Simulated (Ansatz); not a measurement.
**What NaSnI3 (model cell, started as cubic perovskite with Sn in the octahedra) distorts into**

Aim: this structure of NaSnI3 (model cell, started as cubic perovskite with Sn in the octahedra) is to be tested for unstable modes, and one is followed downhill.

Calculated with Ansatz 0.2.0; DFT LDA, scalar-relativistic, plane waves, PAW.

Report form: the programs' logs are mostly left out.

The structure was built from a prototype and need not be the compound's stable phase.

In doubt: the program warns that the response may not be converged on this k-mesh (step 7), which bears on the force constants and all frequencies.

### 1. The structure

Symmetry: Pm-3m, No. 221, cubic system. Conventional cell: a = 6.010 Å, b = 6.010 Å, c = 6.010 Å, α = 90.00°, β = 90.00°, γ = 90.00°. Nearest to Na lie 12 I at 4.25 Å. Sn has 6 I at 3.01 Å nearest. Nearest to I lie 2 Sn at 3.01 Å. Farther neighbours and most contacts between anions are not listed.

### 2. Modes at Γ

The cell comes from relaxations at this level that are not shown. The zone centre is the only wavevector solved here; it holds the modes that light can see, as far as symmetry allows. No field response is asked, since the mesh shows no gap.

File input.yaml:

```yaml
crystal:
  lattice:
    - [6.0100029661, 0.0, 0.0]
    - [0.0, 6.0100029661, 0.0]
    - [0.0, 0.0, 6.0100029661]
  atoms:
    - { symbol: Na, position: [0.0, 0.0, 0.0] }
    - { symbol: Sn, position: [0.5, 0.5, 0.5] }
    - { symbol: I, position: [0.5, 0.5, 0.0] }
    - { symbol: I, position: [0.5, 0.0, 0.5] }
    - { symbol: I, position: [0.0, 0.5, 0.5] }
kpoints:
  mp_grid: { grid: [6, 6, 6] }
hamiltonian:
  xc: lda
scf:
  occupations: { method: methfessel_paxton, width: 0.15 }
output:
  eigenvalues: true
phonons:
  method: dfpt
```

Command:

```console
$ ansatz run input.yaml --threads 8 --pin off --max-ram 14336MiB --backend cpu --events-out ev --progress --plain --runs-dir out
```

Wall time 2 min (8 threads of Arm Neoverse V1, shared host); peak memory 2.4 GiB.

Numbers from this step:

| Property | Result |
| --- | --- |
| volume per atom | 43.42 Å³ |
| gap on the k-mesh | 0 eV |
| sum-rule residual before enforcement | 2.93e-5 eV/Å² |
| point group | m-3m |
| highest optical mode at the zone centre (no LO-TO term) | 92.57 cm⁻¹ |
| lowest optical zone-centre mode | -81.94 cm⁻¹ |

Patterns of degenerate modes are one choice out of their space. Modes at Γ, with each element's share of the kinetic energy (negative means imaginary):

```tsv
mode	frequency (cm⁻¹)	symmetry	Na %	Sn %	I %
1	-81.9	T1u	91	0	9
2	-81.9	T1u	91	0	9
3	-81.9	T1u	91	0	9
4	-20.2	T2u	0	0	100
5	-20.2	T2u	0	0	100
6	-20.2	T2u	0	0	100
7	0.0	acoustic	4	23	73
8	0.0	acoustic	4	23	73
9	0.0	acoustic	4	23	73
10	31.2	T1u	5	38	57
11	31.2	T1u	5	38	57
12	31.2	T1u	5	38	57
13	92.6	T1u	0	39	61
14	92.6	T1u	0	39	61
15	92.6	T1u	0	39	61
```

Displacements in mode 2 (-81.9 cm⁻¹), the largest set to 1:
```
Na1  0.00  0.16  1.00
Sn2  0.00  0.00  0.01
I3   0.00 -0.02  0.00
I4   0.00  0.00 -0.09
I5   0.00 -0.02 -0.09
```

Displacements in mode 13 (92.6 cm⁻¹), the largest set to 1:
```
Na1 -0.03  0.00  0.00
Sn2 -0.84  0.00  0.00
I3  -0.10  0.00  0.00
I4  -0.10  0.00  0.00
I5   1.00  0.00  0.00
```

Before it was imposed, the acoustic sum rule was missed by 2.9e-5 eV/Å². Small misses are needed for a sound result but don't prove that mesh and cutoff are converged. The lowest optical mode is imaginary, 81.9i cm⁻¹, so the energy falls along it.

### 3. The mode frozen in, largest atomic shift 0 Å

The mode followed lies at Γ with frequency 20.2i cm⁻¹ and is 3-fold degenerate, one of the unstable modes though not the softest. At small amplitude the distorted cell has space group no. 115 by a symmetry search on the positions. The undistorted cell that holds it gives the zero of energy on the same k mesh.

input.yaml, as its differences from that of step 2:

```diff
@@ -18,4 +18,4 @@
 output:
+  forces: true
+  stress: true
   eigenvalues: true
-phonons:
-  method: dfpt
```

The job ended after 2.1 s (8 threads; peak memory 0.79 GiB).

Numbers from this step:

| Item | Value |
| --- | --- |
| pressure | 3.75e-4 GPa |
| energy from the undistorted cell | 0 meV/atom |

The run ends at a pressure of 0.00 GPa.

### 4. The mode frozen in, largest atomic shift 0.45 Å

The atoms are moved along the unstable eigenvector, the largest shift by 0.45 Å, with the cell fixed.

input.yaml, the sections that differ from step 3:

```yaml
crystal:
  lattice:
    - [6.0100029661, 0.0, 0.0]
    - [0.0, 6.0100029661, 0.0]
    - [0.0, 0.0, 6.0100029661]
  atoms:
    - { symbol: Na, position: [0.0, 0.0, 0.0] }
    - { symbol: Sn, position: [0.5, 0.5, 0.5] }
    - { symbol: I, position: [0.5, 0.574875171, 0.0] }
    - { symbol: I, position: [0.5, 0.0, 0.5] }
    - { symbol: I, position: [0.0, 0.425124829, 0.5] }
# kpoints, hamiltonian, scf, output: as in step 3
```

Run time: 5.4 s. Hardware: 8 threads; peak memory 0.79 GiB.

Numbers from this step:

```
pressure                         : -0.08319 GPa
gap on the k-mesh                : 0.3251 eV
energy from the undistorted cell : -2.909 meV/atom
```

The energy, extrapolated to zero smearing, is -2.91 meV/atom against the undistorted cell.

The run ends at a pressure of -0.08 GPa, with forces up to 0.0089 eV/Å.

### 5. Energy along the mode, all amplitudes (two of the runs are shown above)

An imaginary frequency means negative curvature, so the energy should fall and then rise again as anharmonic terms take over.

Numbers from this step:

```yaml
depth_at_the_lowest_point_sampled: 2.909 meV/atom
largest_atomic_shift_at_that_point: 0.45 Å
```

Energy from the parent against largest atomic shift:

```tsv
largest atomic shift (Å)	energy from the parent (meV/atom)
0.000	0
0.040	-0.061
0.080	-0.236
0.140	-0.678
0.220	-1.47
0.320	-2.48
0.450	-2.91
0.600	-0.605
```

Displacement at unit largest shift by atom:

```tsv
atom	x (Å)	y (Å)	z (Å)	size
Na1	0.00	0.00	0.00	0.00
Sn2	0.00	0.00	0.00	0.00
I3	0.00	1.00	0.00	1.00
I4	0.00	0.00	0.00	0.00
I5	0.00	-1.00	0.00	1.00
```

The lowest of the steps tried is at 0.45 Å, 2.91 meV/atom below the parent; the bottom of the well need not coincide with a step.

### 6. Relaxing from the distorted cell

Starting from the lowest point found, all atoms and the cell are let go, so that strain and other modes of the same symmetry can join in.

input.yaml, as its differences from that of step 4:

```diff
@@ -21 +21,6 @@
   eigenvalues: true
+relax:
+  adjacent_minimum: "off"
+  f_tol: 0.002
+  max_steps: 120
+  cell: { stress_tol: 0.03 }
```

The job ended after 46 s (8 threads; peak memory 0.88 GiB; 5.7 min of CPU time).

Step by step:

```tsv
step	energy less that of the first step (eV)	largest force component (eV/Å)	pressure (GPa)	volume (Å³)
1	0.0000	0.0089	-0.08	217.08
2	-0.0037	0.0000	-0.05	216.58
3	-0.0052	0.0080	0.01	215.91
4	-0.0053	0.0062	0.00	215.94
5	-0.0054	0.0014	0.00	215.88
6	-0.0054	0.0001	0.00	215.87
7*	-0.0052	0.0000	0.00	215.87
```

Relaxation steps marked * repeat the geometry before them on a plane-wave basis chosen anew for their cell, so energy and pressure can jump there.

The run keeps the 8 symmetry operations that it works with, so distortions that break them were not tested.

```tsv
conventional cell, symmetrised	before	after	change
a (Å)	6.010	5.964	-0.8 %
b (Å)	6.010	5.964	-0.8 %
c (Å)	6.010	6.070	+1.0 %
volume (Å³/atom)	43.42	43.17	-0.6 %
```

The atoms that moved most (Å, as changes of fractional coordinates times the final cell):

```tsv
atom	dx	dy	dz	length
I3	0.000	0.029	0.000	0.029
I5	0.000	-0.029	0.000	0.029
```

Numbers from this step:

- pressure: -5.93e-4 GPa
- volume per atom: 43.17 Å³
- gap on the k-mesh: 0.3096 eV

The distorted start has space group P-4m2; the relaxation ends in P-4m2.

### 7. Modes of the new phase, occupations fixed

A relaxed structure may still be a saddle point, so its zone-centre modes are computed. The response to a homogeneous field gives the Born charges and the dielectric tensor.

File input.yaml:

```yaml
crystal:
  lattice:
    - [5.9635927029, 0.0, 0.0]
    - [0.0, 6.0697706213, 0.0]
    - [0.0, 0.0, 5.9635927029]
  atoms:
    - { symbol: Na, position: [0.0, 0.0, 0.0] }
    - { symbol: Sn, position: [0.5, 0.5, 0.5] }
    - { symbol: I, position: [0.5, 0.5796763225, 0.0] }
    - { symbol: I, position: [0.5, 0.0, 0.5] }
    - { symbol: I, position: [0.0, 0.4203236775, 0.5] }
kpoints:
  mp_grid: { grid: [6, 6, 6] }
hamiltonian:
  xc: lda
scf:
  occupations: { method: fixed }
output:
  eigenvalues: true
phonons:
  method: dfpt
  dielectric: true
  rigid_motions: translations
```

Wall time 4.7 min (8 threads); peak memory 4.4 GiB; 35 min of CPU time.

This step gave:

- gap on the k-mesh: 0.3095 eV
- sum-rule residual before enforcement: 2.01e-4 eV/Å²
- miss of the charge sum rule: 0.02796 e
- estimated error of the dielectric tensor: 0.1351
- estimated error of the Born charges: 0.2763 e
- point group: -42m
- highest optical mode at the zone centre (no LO-TO term): 100.6 cm⁻¹
- lowest optical zone-centre mode: -79.41 cm⁻¹
- mean high-frequency dielectric constant: 9.907
- largest Born charge (third of the trace): 5.579 e
- top of the zone-centre spectrum with the field: 148.9 cm⁻¹

Patterns of degenerate modes are one choice out of their space. Modes at Γ, with each element's share of the kinetic energy (negative means imaginary):

```tsv
mode	frequency (cm⁻¹)	symmetry	Na %	Sn %	I %
1	-79.4	E	92	0	8
2	-79.4	E	92	0	8
3	-70.6	B2	91	0	8
4	-17.6	E	0	0	100
5	-17.6	E	0	0	100
6	0.0	acoustic	4	23	73
7	0.0	acoustic	4	23	73
8	0.0	acoustic	4	23	73
9	28.2	A1	0	0	100
10	39.3	E	4	41	55
11	39.3	E	4	41	55
12	50.2	B2	4	38	57
13	91.3	B2	0	39	61
14	100.6	E	0	36	64
15	100.6	E	0	36	64
```

Displacements in mode 1 (-79.4 cm⁻¹), the largest set to 1:
```
Na1  0.00  0.00  1.00
Sn2  0.00  0.00  0.01
I3   0.00  0.00 -0.01
I4   0.00  0.00 -0.09
I5   0.00  0.00 -0.09
```

Displacements in mode 4 (-17.6 cm⁻¹), the largest set to 1:
```
Na1  0.00  0.00  0.14
Sn2  0.00  0.00 -0.04
I3  -0.02  0.00 -0.18
I4   0.01  0.00 -0.80
I5   0.00  0.00  1.00
```

High-frequency dielectric tensor, which the program warns is not settled by the k meshes in reach. Tensor:

```tsv
	x	y	z
x	9.466	0	0
y	0	10.79	0
z	0	0	9.466
```

Optical modes at the zone centre, without and with the macroscopic field of the longitudinal modes; each column is sorted by frequency, so a row need not hold one and the same mode. Modes with and without the field, by row:

```tsv
rank among optical modes	no field (cm⁻¹)	q along (1, 0, 0) (cm⁻¹)	q along (0, 1, 0) (cm⁻¹)
1	-79.4	-79.4	-79.4
2	-79.4	-70.6	-79.4
3	-70.6	-69.6	-61.5
4	-17.6	-17.6	-17.6
5	-17.6	-15.6	-17.6
6	28.2	28.2	28.2
7	39.3	39.3	39.3
8	39.3	43	39.3
9	50.2	50.2	51.6
10	91.3	91.3	100.6
11	100.6	100.6	100.6
12	100.6	148.9	144.2
```

Born charge (rows field, columns displacement) (e), principal values of the symmetric part by kind of site:

```tsv
atom	atoms with these values	low	middle	high	mean
Na1	1	1.42	1.45	1.45	1.44
Sn2	1	5.43	5.43	5.89	5.58
I3	2	-5.37	-0.76	-0.61	-2.25
I4	1	-5.79	-0.90	-0.90	-2.53
```

In full for Sn2:

```
5.43 0.00 0.00
0.00 5.89 0.00
0.00 0.00 5.43
```

Transverse modes; imaginary modes are left out. Infrared lines, with heights relative to the strongest:

```tsv
position (cm⁻¹)	label	relative intensity
28	A1	0.0
39	E	5.6
50	B2	2.0
91	B2	60
101	E	100
```

Before it was imposed, the acoustic sum rule was missed by 2.0e-4 eV/Å² and the charge sum rule by 0.028 e. Small misses are needed for a sound result but don't prove that mesh and cutoff are converged. The lowest optical mode is imaginary, 79.4i cm⁻¹, so the energy falls along it.

The log warns of the k mesh: “the force constants stand on the 6×6×6 k-mesh, whose period is 7.19 times the interband length at k = (-0.5000, -0.5000, -0.5000), direct gap 0.419 eV, under 14: take them and everything formed from them as unconverged”.

### 8. What came out

```yaml
unstable_mode_of_the_parent: q = (0, 0, 0), 20i cm⁻¹
depth_at_the_lowest_point_sampled: 2.91 meV/atom
largest_atomic_shift_at_that_point: 0.45 Å
space_group_reached_within_0p01_a: P-4m2
energy_gained_over_the_parent_first_relaxation_on_the_mesh_of_the_frozen_mode: 3.94 meV/atom
volume_per_atom_phase_reached: 43.2 Å³
gap_on_the_k_mesh_phase_reached: 0.310 eV
lowest_optical_zone_centre_mode_phase_reached: -79.4 cm⁻¹
highest_optical_mode_at_the_zone_centre_no_lo_to_term_phase_reached: 101 cm⁻¹
```

In words: Along this mode the structure falls into P-4m2, 3.94 meV/atom below the parent. At the parent's cell the well is 2.909 meV/atom deep on the steps tried, with its lowest point at a shift of 0.45 Å. Relaxing atoms and cell changes the gain by +1.03 meV/atom against the lowest step (energies at zero smearing). The new phase still has an imaginary mode at the zone centre of its cell, so it is a saddle point on the way to a lower structure. Of the 6 patterns followed to their end from this parent, this one ends 86.1 meV/atom above the lowest, P4mm. Each path keeps the symmetry of its pattern, so a lower phase may lie along a pattern not tried. With the field response the log warns that the k mesh is coarse for the force constants too, so the frequencies may not be converged. With no gap, or one that is small against the smearing, the frequencies hang on the k mesh and the smearing, most of all near Kohn anomalies. In at least one run the field response is not settled by the k meshes in reach, so its dielectric tensor, Born charges and longitudinal modes are rough. A semilocal functional can close a gap that the real compound would have, so the metallic treatment may be an artefact of the level. Spin-orbit coupling is left out, which can matter for the heavy elements here. The starting cell was built on a prototype and not taken from a measurement, so the phase need not exist.

[Logs are printed without paths, hosts, clocks, repeated set-up lines and the standing remarks that a program may print on its own settings, such as how far it seeks lower states.]

[Hosts, paths, dates, database ids (printed as entryN), source tags and the programs' standing remarks are cut or masked in the printed files.]
